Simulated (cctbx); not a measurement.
**Accept or mend?**

Cell a = 8.0070 Å, b = 13.3370 Å, c = 8.0870 Å, α = 90.00°, β = 103.80°, γ = 90.00°; space group P2_1/c (no. 14). The compound is Tl4Se3.

Simulated single-crystal data (cctbx): Mo Kα, λ = 0.71073 Å, to d = 0.84 Å, 80 % of the full sphere, strongest reflection 40000 counts, noise from counting, a 2 % proportional error and a noise floor of 4 counts (s.d.); no absorption.

An isotropic refinement with weights 1/σ² prints:

```text
Rint 0.019, 1476 unique reflections to 0.84 A
cycle     R1     wR2    GooF  max shift (A)
   1  0.8466  0.9794  42.282   0.47301
   4  0.0113  0.0270   1.166   0.00000
final R1 0.0113 wR2 0.0270 GooF 1.166  parameters 28  data/parameter 52.7
atom        x        y        z      Ueq    occ   su(xyz)  su(Uiso or U11)
Tl1    0.66617  0.73270  0.03439   0.0050  1.000  0.00003  0.0001
Tl2    0.44108  0.99721  0.21302   0.0042  1.000  0.00003  0.0001
Tl3    0.12771  0.69021  0.90311   0.0032  1.000  0.00002  0.0001
Tl4    0.11481  0.94470  0.80049   0.0035  1.000  0.00002  0.0001
Se1    0.91976  0.64737  0.55781   0.0061  1.000  0.00007  0.0001
Se2    0.46268  0.75185  0.73077   0.0058  1.000  0.00007  0.0001
Se3    0.78505  0.54022  0.03196   0.0058  1.000  0.00007  0.0001
difference map: max 1.29 min -1.11 rms 0.23
Q1    0.0719  0.6835  0.8654    4    1.36  0.49 A from Tl3
Q2    0.1824  0.7006  0.9485    4    1.20  0.52 A from Tl3
Q3    0.3878  0.0080  0.1593    4    1.14  0.55 A from Tl2
Q4    0.5068  0.0169  0.7453    4    0.98  0.51 A from Tl2
Q5    0.0601  0.1271  0.8700    4    0.97  0.63 A from Se1
Q6    0.5056  0.1070  0.3359    4    0.89  1.78 A from Tl2
```

Q: Accept it or mend it, and why?

It can stand. The set-up had a fault (start far from the minimum), but the refinement still reached the right minimum: R1 = 0.0113, wR2 = 0.0270, GooF = 1.17 against R1 = 0.0113, wR2 = 0.0270, GooF = 1.17 for the right model.

The compound is Tl4Se3. The right model at the same level gives:

```text
Rint 0.019, 1476 unique reflections to 0.84 A
cycle     R1     wR2    GooF  max shift (A)
   1  0.2976  0.6354  27.430   0.12079
   2  0.0113  0.0270   1.166   0.00027
final R1 0.0113 wR2 0.0270 GooF 1.166  parameters 28  data/parameter 52.7
atom        x        y        z      Ueq    occ   su(xyz)  su(Uiso or U11)
Tl1    0.66617  0.73270  0.03439   0.0050  1.000  0.00003  0.0001
Tl2    0.44108  0.99721  0.21302   0.0042  1.000  0.00003  0.0001
Tl3    0.12771  0.69021  0.90311   0.0032  1.000  0.00002  0.0001
Tl4    0.11481  0.94470  0.80049   0.0035  1.000  0.00002  0.0001
Se1    0.91976  0.64737  0.55781   0.0061  1.000  0.00007  0.0001
Se2    0.46268  0.75185  0.73077   0.0058  1.000  0.00007  0.0001
Se3    0.78505  0.54022  0.03196   0.0058  1.000  0.00007  0.0001
difference map: max 1.29 min -1.11 rms 0.23
Q1    0.0719  0.6835  0.8654    4    1.36  0.49 A from Tl3
Q2    0.1824  0.7006  0.9485    4    1.20  0.52 A from Tl3
Q3    0.3878  0.0080  0.1593    4    1.14  0.55 A from Tl2
Q4    0.5068  0.0169  0.7453    4    0.98  0.51 A from Tl2
Q5    0.0601  0.1271  0.8700    4    0.97  0.63 A from Se1
Q6    0.5056  0.1070  0.3359    4    0.89  1.78 A from Tl2
```

Isotropic U is held between 0.0001 and 1 Å² by the program, and listed peak heights are interpolated, so they can pass the grid's maximum.

The model is made up (kin elements in a known structure type, no relaxation), so it says nothing on whether the phase exists.

[Middle refinement cycles are left out of these outputs.]

[Logs are printed without paths, hosts, clocks, repeated set-up lines and the standing remarks that a program may print on its own settings, such as how far it seeks lower states.]
